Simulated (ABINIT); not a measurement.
# BaZrSe3 (P1): G0W0 in ABINIT against the screening cutoff in the self-energy

How does the gap of BaZrSe3 (P1) converge in the screening cutoff in the self-energy?

Main program and level: ABINIT 10.8.3; PBEsol and many-body steps on it, plane waves.

## (1) Set-up

The structure is triclinic, space group P1 (No. 1). The conventional cell has a = 5.287 Å, b = 5.296 Å, c = 5.309 Å, α = 89.89°, β = 89.91°, γ = 89.96°. Nearest to Ba lie 12 Se at 3.63 to 3.88 Å. Nearest to Zr lie 6 Se at 2.57 to 2.75 Å. Se has 2 Zr at 2.61 to 2.70 Å and 4 Ba at 3.69 to 3.80 Å nearest. Se has 2 Zr at 2.62 to 2.69 Å and 4 Ba at 3.63 to 3.88 Å nearest. Nearest to Se lie 2 Zr at 2.57 to 2.75 Å and 4 Ba at 3.71 to 3.77 Å. Farther neighbours and most contacts between anions are not listed.

The cell and positions are those that the Materials Project relaxed with its own functionals (PBE, PBE+U or r2SCAN), kept fixed. Spin-orbit coupling is left out unless a step names it.

## (2) Screening, 2×2×2 mesh, 276 bands, screening to 176.9 eV

This step: ABINIT 10.8.3; RPA screening on PBEsol, plane waves, norm-conserving pseudopotentials.

The RPA dielectric matrix is built and inverted for each q.

Input file run.abi:

```
acell 3*1.0 Angstrom
rprim 
  5.287383000000 -0.000000000000 -0.000000000000
  0.003576000000 5.296392000000 -0.000000000000
  0.007950000000 0.010054000000 5.309462000000
ntypat 3
znucl 56 40 34
natom 5
typat 1 2 3 3 3
xred 
  0.998643000000 0.998478000000 0.998673000000
  0.476578000000 0.490069000000 0.476727000000
  0.488317000000 0.998506000000 0.502693000000
  0.983845000000 0.511636000000 0.518540000000
  0.492614000000 0.501310000000 0.993370000000
pp_dirpath "pseudos"
pseudos "Ba.upf, Zr.upf, Se.upf"
ecut 39
ngkpt 2 2 2
nshiftk 1
shiftk 0 0 0
kptopt 1
chksymbreak 0
istwfk *1
occopt 1
irdwfk 1
optdriver 3
nband 276
ecuteps 6.5
inclvkb 2
awtr 1
symchi 1
indata_prefix "in"
outdata_prefix "out"
tmpdata_prefix "tmp"
```

Started as:

```sh
$ OMP_NUM_THREADS=1 mpirun -n 8 abinit run.abi > log
```

Log:

```text
.Version 10.8.3 of ABINIT. v10.8.2 released Aug 2026.

 Symmetries : space group P1 (#  1); Bravais aP (primitive triclinic)
[... echo of the input left out ...]
== DATASET  1 ==================================================================
-   mpi_nproc: 8, omp_nthreads: 1 (-1 if OMP is not activated)

--- !DatasetInfo
iteration_state: {dtset: 1, }
dimensions: {natom: 5, nkpt: 8, mband: 276, nsppol: 1, nspinor: 1, nspden: 1, mpw: 11685, }
cutoff_energies: {ecut:  39.0, pawecutdg:  -1.0, }
electrons: {nelect:   7.00000000E+01, charge:   0.00000000E+00, occopt:   1.00000000E+00, tsmear:   1.00000000E-02, }

 SCREENING: Calculation of the susceptibility and dielectric matrices

 Based on a program developped by R.W. Godby, V. Olevano, G. Onida, and L. Reining.
 Incorporated in ABINIT by V. Olevano, G.-M. Rignanese, and M. Torrent.
.Using double precision arithmetic ; gwpc =  8

[... cell and pseudopotentials left out ...]
--------------------------------------------------------------------------------

 ==== K-mesh for the wavefunctions ====
 Number of points in the irreducible wedge :     8
[... list of points left out ...]
 Together with  1 symmetry operations and time-reversal symmetry
 yields     8 points in the full Brillouin Zone.

 ==== Q-mesh for the screening function ====
 Number of points in the irreducible wedge :     8
[... list of points left out ...]
 Together with  1 symmetry operations and time-reversal symmetry
 yields     8 points in the full Brillouin Zone.

 setmesh: FFT mesh size selected  =    40x   40x   40
          total number of points  =        64000

 vcoul_init : cutoff-mode = AUXILIARY_FUNCTION
 q-points for optical limit:   1
     1)      0.000010    0.000020    0.000030

- screening: taking advantage of time-reversal symmetry
- Maximum band index for partially occupied states nbvw = 35
- Remaining bands to be divided among processors   nbcw = 241
- Number of bands treated by each node ~30

 Number of electrons calculated from density =   70.0000; Expected =   70.0000
 average of density, n =  0.069764
 r_s =    1.5069
 omega_plasma =   25.4783 [eV]

 calculating chi0 at frequencies [eV] :
  1    0.000000E+00    0.000000E+00
  2    0.000000E+00    2.547831E+01

--------------------------------------------------------------------------------
  q-point number  1        q = ( 0.000000, 0.000000, 0.000000) [r.l.u.]
--------------------------------------------------------------------------------
[... chi0 elements left out ...]
 For q-point:  0.000010 0.000020 0.000030
  dielectric constant =  24.4728
  dielectric constant without local fields =  31.1039

  Average fulfillment of the sum rule on Im[epsilon] for q-point    1 :     65.79  [%]
[... wings left out ...]
  q-point number  2        q = ( 0.500000, 0.000000, 0.000000) [r.l.u.]
--------------------------------------------------------------------------------
[... chi0 elements left out ...]
  Average fulfillment of the sum rule on Im[epsilon] for q-point    2 :     69.76  [%]

 [... 6 further q-points ...]
```

Wall time 3.1 min (8 MPI ranks of Arm Neoverse V2, shared host); peak memory 5.9 GiB; 25 min of CPU time.

This step gave:

```
ε∞ with local fields, on this mesh, along the program's q direction : 24.47
the same without local fields                                       : 31.10
plasma frequency                                                    : 25.48 eV
plane waves in the screening matrix                                 : 773
```

Local fields lower ε∞ by 21 %. On a Γ-centred mesh this coarse the value itself is usually too large, while a short band sum pulls it down.

## (3) 0.7 Ha

This step: G0W0 on PBEsol, plane waves, norm-conserving pseudopotentials.

Changes to run.abi since step 2:

```diff
@@ -26,8 +26,17 @@
 irdwfk 1
-optdriver 3
+optdriver 4
 nband 276
-ecuteps 6.5
-inclvkb 2
-awtr 1
-symchi 1
+gwcalctyp 0
+ecutsigx 39
+symsigma 1
+nkptgw 2
+kptgw 
+  0.5000000000 0.5000000000 0.5000000000
+  0.0000000000 0.0000000000 0.0000000000
+bdgw 
+  34 37
+  34 37
+ecuteps 0.7
+irdscr 1
+ppmodel 1
 indata_prefix "in"
```

Log:

```text
.Version 10.8.3 of ABINIT. v10.8.2 released Aug 2026.

 Symmetries : space group P1 (#  1); Bravais aP (primitive triclinic)
[... echo of the input left out ...]
== DATASET  1 ==================================================================
-   mpi_nproc: 8, omp_nthreads: 1 (-1 if OMP is not activated)

--- !DatasetInfo
iteration_state: {dtset: 1, }
dimensions: {natom: 5, nkpt: 8, mband: 276, nsppol: 1, nspinor: 1, nspden: 1, mpw: 11685, }
cutoff_energies: {ecut:  39.0, pawecutdg:  -1.0, }
electrons: {nelect:   7.00000000E+01, charge:   0.00000000E+00, occopt:   1.00000000E+00, tsmear:   1.00000000E-02, }

 SIGMA: Calculation of the GW corrections

 Based on a program developped by R.W. Godby, V. Olevano, G. Onida, and L. Reining.
 Incorporated in ABINIT by V. Olevano, G.-M. Rignanese, and M. Torrent.
.Using double precision arithmetic ; gwpc =  8

[... cell and pseudopotentials left out ...]
--------------------------------------------------------------------------------

 ==== K-mesh for the wavefunctions ====
 Number of points in the irreducible wedge :     8
[... list of points left out ...]
 Together with  1 symmetry operations and time-reversal symmetry
 yields     8 points in the full Brillouin Zone.

 ==== Q-mesh for screening function ====
 Number of points in the irreducible wedge :     8
[... list of points left out ...]
 Together with  1 symmetry operations and time-reversal symmetry
 yields     8 points in the full Brillouin Zone.

 vcoul_init : cutoff-mode = AUXILIARY_FUNCTION
 q-points for optical limit:   1
     1)      0.000010    0.000020    0.000030
 setmesh: FFT mesh size selected  =    60x   60x   60
          total number of points  =       216000

 Number of electrons calculated from density =   70.0000; Expected =   70.0000
 average of density, n =  0.069764
 r_s =    1.5069
 omega_plasma =   25.4783 [eV]

 === KS Band Gaps ===
  >>>> For spin  1
   Minimum direct gap =   0.6981 [eV], located at k-point      :   0.0000  0.0000  0.0000
   Fundamental gap    =   0.1572 [eV], Top of valence bands at :   0.5000  0.5000  0.5000
                                       Bottom of conduction at :   0.0000  0.0000  0.0000
 SIGMA fundamental parameters:
 PLASMON POLE MODEL  1
 number of plane-waves for SigmaX                11685
 number of plane-waves for SigmaC and W             27
 number of plane-waves for wavefunctions         11685
 number of bands                                   276
 number of independent spin polarizations            1
 number of spinorial components                      1
 number of k-points in IBZ                           8
 number of q-points in IBZ                           8
 number of symmetry operations                       1
 number of k-points in BZ                            8
 number of q-points in BZ                            8
 number of frequencies for dSigma/dE                 9
 frequency step for dSigma/dE [eV]                0.25
 number of omega for Sigma on real axis              0
 max omega for Sigma on real axis  [eV]           0.00
 zcut for avoiding poles [eV]                     0.10

 EPSILON^-1 parameters (SCR file):
 dimension of the eps^-1 matrix on file            773
 dimension of the eps^-1 matrix used                27
 number of plane-waves for wavefunctions         11685
 number of bands                                   276
 number of q-points in IBZ                           8
 number of frequencies                               2
 number of real frequencies                          1
 number of imag frequencies                          1

 matrix elements of self-energy operator (all in [eV])

 Perturbative Calculation

--- !SelfEnergy_ee
iteration_state: {dtset: 1, }
kpoint     : [   0.500,    0.500,    0.500, ]
spin       : 1
KS_gap     :    2.344
QP_gap     :    3.992
Delta_QP_KS:    1.648
data: !SigmaeeData |
     Band     E0 <VxcDFT>   SigX SigC(E0)      Z dSigC/dE  Sig(E)    E-E0       E
       34   4.975 -13.664 -16.877   2.453   0.811  -0.232 -14.281  -0.617   4.358
       35   5.008 -13.676 -16.904   2.463   0.811  -0.233 -14.296  -0.620   4.388
       36   7.352 -12.842  -7.353  -4.199   0.798  -0.254 -11.813   1.029   8.380
       37   7.542 -13.631  -7.813  -4.397   0.792  -0.262 -12.505   1.126   8.668

--- !SelfEnergy_ee
iteration_state: {dtset: 1, }
kpoint     : [   0.000,    0.000,    0.000, ]
spin       : 1
KS_gap     :    0.698
QP_gap     :    2.247
Delta_QP_KS:    1.549
data: !SigmaeeData |
     Band     E0 <VxcDFT>   SigX SigC(E0)      Z dSigC/dE  Sig(E)    E-E0       E
       34   4.399 -13.893 -16.864   2.403   0.809  -0.236 -14.353  -0.460   3.939
       35   4.467 -14.053 -17.267   2.536   0.810  -0.234 -14.602  -0.549   3.918
       36   5.166 -12.570  -7.747  -3.578   0.803  -0.245 -11.570   1.000   6.165
       37   5.296 -12.656  -8.190  -3.377   0.805  -0.243 -11.780   0.876   6.172

== END DATASET(S) ==============================================================
================================================================================

 -outvars: echo values of variables after computation  --------
           etotal      0.0000000000E+00
            nband         276
             nkpt           8
          spgroup           1
 [... the other variables as echoed above ...]

 Calculation completed.
```

Elapsed: 5.6 s, on 8 MPI ranks; peak memory 0.37 GiB.

Numbers from this step:

| Quantity | Value |
| --- | --- |
| G0W0 gap on the points computed | 1.777 eV |
| starting gap on the mesh | 0.1573 eV |
| k of the valence top | 0.5, 0.5, 0.5 |
| k of the conduction bottom | 0, 0, 0 |
| Z at the valence top | 0.811 |
| Z at the conduction bottom | 0.803 |
| least direct G0W0 gap on the computed points | 2.226 eV |

## (4) 1.3 Ha

Changes to run.abi since step 3:

```diff
@@ -38,3 +38,3 @@
   34 37
-ecuteps 0.7
+ecuteps 1.3
 irdscr 1
```

Log:

```text
.Version 10.8.3 of ABINIT. v10.8.2 released Aug 2026.

 Symmetries : space group P1 (#  1); Bravais aP (primitive triclinic)
[... echo of the input left out ...]
== DATASET  1 ==================================================================
-   mpi_nproc: 8, omp_nthreads: 1 (-1 if OMP is not activated)

--- !DatasetInfo
iteration_state: {dtset: 1, }
dimensions: {natom: 5, nkpt: 8, mband: 276, nsppol: 1, nspinor: 1, nspden: 1, mpw: 11685, }
cutoff_energies: {ecut:  39.0, pawecutdg:  -1.0, }
electrons: {nelect:   7.00000000E+01, charge:   0.00000000E+00, occopt:   1.00000000E+00, tsmear:   1.00000000E-02, }

 SIGMA: Calculation of the GW corrections

 Based on a program developped by R.W. Godby, V. Olevano, G. Onida, and L. Reining.
 Incorporated in ABINIT by V. Olevano, G.-M. Rignanese, and M. Torrent.
.Using double precision arithmetic ; gwpc =  8

[... cell and pseudopotentials left out ...]
--------------------------------------------------------------------------------

 ==== K-mesh for the wavefunctions ====
 Number of points in the irreducible wedge :     8
[... list of points left out ...]
 Together with  1 symmetry operations and time-reversal symmetry
 yields     8 points in the full Brillouin Zone.

 ==== Q-mesh for screening function ====
 Number of points in the irreducible wedge :     8
[... list of points left out ...]
 Together with  1 symmetry operations and time-reversal symmetry
 yields     8 points in the full Brillouin Zone.

 vcoul_init : cutoff-mode = AUXILIARY_FUNCTION
 q-points for optical limit:   1
     1)      0.000010    0.000020    0.000030
 setmesh: FFT mesh size selected  =    60x   60x   60
          total number of points  =       216000

 Number of electrons calculated from density =   70.0000; Expected =   70.0000
[...]
number of omega for Sigma on real axis              0
 max omega for Sigma on real axis  [eV]           0.00
 zcut for avoiding poles [eV]                     0.10

 EPSILON^-1 parameters (SCR file):
 dimension of the eps^-1 matrix on file            773
 dimension of the eps^-1 matrix used                81
 number of plane-waves for wavefunctions         11685
 number of bands                                   276
 number of q-points in IBZ                           8
 number of frequencies                               2
 number of real frequencies                          1
 number of imag frequencies                          1

 matrix elements of self-energy operator (all in [eV])

 Perturbative Calculation

--- !SelfEnergy_ee
iteration_state: {dtset: 1, }
kpoint     : [   0.500,    0.500,    0.500, ]
spin       : 1
KS_gap     :    2.344
QP_gap     :    3.721
Delta_QP_KS:    1.378
data: !SigmaeeData |
     Band     E0 <VxcDFT>   SigX SigC(E0)      Z dSigC/dE  Sig(E)    E-E0       E
       34   4.975 -13.664 -16.877   2.322   0.793  -0.261 -14.371  -0.706   4.268
       35   5.008 -13.676 -16.904   2.333   0.793  -0.261 -14.385  -0.709   4.299
       36   7.352 -12.842  -7.353  -4.632   0.781  -0.280 -12.173   0.669   8.021
[...]
--- !SelfEnergy_ee
iteration_state: {dtset: 1, }
kpoint     : [   0.000,    0.000,    0.000, ]
spin       : 1
KS_gap     :    0.698
QP_gap     :    1.987
Delta_QP_KS:    1.289
data: !SigmaeeData |
     Band     E0 <VxcDFT>   SigX SigC(E0)      Z dSigC/dE  Sig(E)    E-E0       E
[...]
36   5.166 -12.570  -7.747  -4.003   0.789  -0.267 -11.922   0.648   5.813
       37   5.296 -12.656  -8.190  -3.764   0.791  -0.265 -12.101   0.555   5.851

== END DATASET(S) ==============================================================
================================================================================

 -outvars: echo values of variables after computation  --------
           etotal      0.0000000000E+00
            nband         276
             nkpt           8
          spgroup           1
 [... the other variables as echoed above ...]

 Calculation completed.
```

It took 6.6 s on 8 MPI ranks; peak memory 2.6 GiB.

Numbers from this step:

- G0W0 gap on the points computed: 1.514 eV
- starting gap on the mesh: 0.1573 eV
- k of the valence top: 0.5, 0.5, 0.5
- k of the conduction bottom: 0, 0, 0
- Z at the valence top: 0.793
- Z at the conduction bottom: 0.789
- least direct G0W0 gap on the computed points: 1.986 eV

## (5) 2.3 Ha

The self-energy is evaluated for the states that the input lists, and the levels follow from it, in one-shot runs by the linearised quasiparticle equation.

Changes to run.abi since step 4:

```diff
@@ -38,3 +38,3 @@
   34 37
-ecuteps 1.3
+ecuteps 2.3
 irdscr 1
```

Log:

```text
.Version 10.8.3 of ABINIT. v10.8.2 released Aug 2026.

 Symmetries : space group P1 (#  1); Bravais aP (primitive triclinic)
[... echo of the input left out ...]
== DATASET  1 ==================================================================
-   mpi_nproc: 8, omp_nthreads: 1 (-1 if OMP is not activated)

--- !DatasetInfo
iteration_state: {dtset: 1, }
dimensions: {natom: 5, nkpt: 8, mband: 276, nsppol: 1, nspinor: 1, nspden: 1, mpw: 11685, }
cutoff_energies: {ecut:  39.0, pawecutdg:  -1.0, }
[...]
Band     E0 <VxcDFT>   SigX SigC(E0)      Z dSigC/dE  Sig(E)    E-E0       E
[...]
36   5.166 -12.570  -7.747  -4.121   0.785  -0.273 -12.018   0.552   5.717
       37   5.296 -12.656  -8.190  -3.880   0.787  -0.271 -12.195   0.461   5.757

== END DATASET(S) ==============================================================
================================================================================

 -outvars: echo values of variables after computation  --------
           etotal      0.0000000000E+00
            nband         276
             nkpt           8
          spgroup           1
 [... the other variables as echoed above ...]

 Calculation completed.
```

Elapsed: 8.4 s, on 8 MPI ranks; peak memory 2.2 GiB.

Numbers from this step:

```
G0W0 gap on the points computed              : 1.499 eV
starting gap on the mesh                     : 0.1573 eV
k of the valence top                         : 0.5, 0.5, 0.5
k of the conduction bottom                   : 0, 0, 0
least direct G0W0 gap on the computed points : 1.988 eV
```

The gap on the mesh goes from 0.16 eV to 1.50 eV, a correction of +1.34 eV.

## (6) 3.2 Ha

Changes to run.abi since step 5:

```diff
@@ -38,3 +38,3 @@
   34 37
-ecuteps 2.3
+ecuteps 3.2
 irdscr 1
```

Log:

```text
.Version 10.8.3 of ABINIT. v10.8.2 released Aug 2026.

 Symmetries : space group P1 (#  1); Bravais aP (primitive triclinic)
[... echo of the input left out ...]
== DATASET  1 ==================================================================
-   mpi_nproc: 8, omp_nthreads: 1 (-1 if OMP is not activated)

--- !DatasetInfo
iteration_state: {dtset: 1, }
dimensions: {natom: 5, nkpt: 8, mband: 276, nsppol: 1, nspinor: 1, nspden: 1, mpw: 11685, }
cutoff_energies: {ecut:  39.0, pawecutdg:  -1.0, }
[...]
Band     E0 <VxcDFT>   SigX SigC(E0)      Z dSigC/dE  Sig(E)    E-E0       E
[...]
36   5.166 -12.570  -7.747  -4.137   0.784  -0.275 -12.032   0.538   5.703
       37   5.296 -12.656  -8.190  -3.898   0.785  -0.274 -12.210   0.446   5.742

== END DATASET(S) ==============================================================
================================================================================

 -outvars: echo values of variables after computation  --------
           etotal      0.0000000000E+00
            nband         276
             nkpt           8
          spgroup           1
 [... the other variables as echoed above ...]

 Calculation completed.
```

Elapsed: 12 s, on 8 MPI ranks; peak memory 3.5 GiB; 95 s of CPU time.

This step gave:

| Item | Value |
| --- | --- |
| G0W0 gap on the points computed | 1.528 eV |
| starting gap on the mesh | 0.1573 eV |
| k of the valence top | 0.5, 0.5, 0.5 |
| k of the conduction bottom | 0, 0, 0 |
| least direct G0W0 gap on the computed points | 2.016 eV |

Against the run before, the gap moves by +0.029 eV.

[end of part 1 of 2]

[Paths, hosts, dates, memory and timing lines, banners, echoed tables and standing remarks are left out of the program output.]

[Logs are printed without paths, hosts, clocks, repeated set-up lines and the standing remarks that a program may print on its own settings, such as how far it seeks lower states.]

[Runs of the session that timed out or met a known fault of the program may be left out.]

[No measured gap is set beside runs whose start may be inverted or whose files or cutoffs have a known fault.]

[Hosts, paths, dates, database ids (printed as entryN), source tags and the programs' standing remarks are cut or masked in the printed files.]

[G0W0 gaps are taken among the corrected bands and points alone; a level outside them can change the order at an edge.]

[Where Ansatz stands beside ABINIT at settings called matched, ABINIT's density can come from a denser mesh and the files from another edition; pairs whose starting gaps differed by over 0.03 eV were left out, so agreement reads better than it is.]
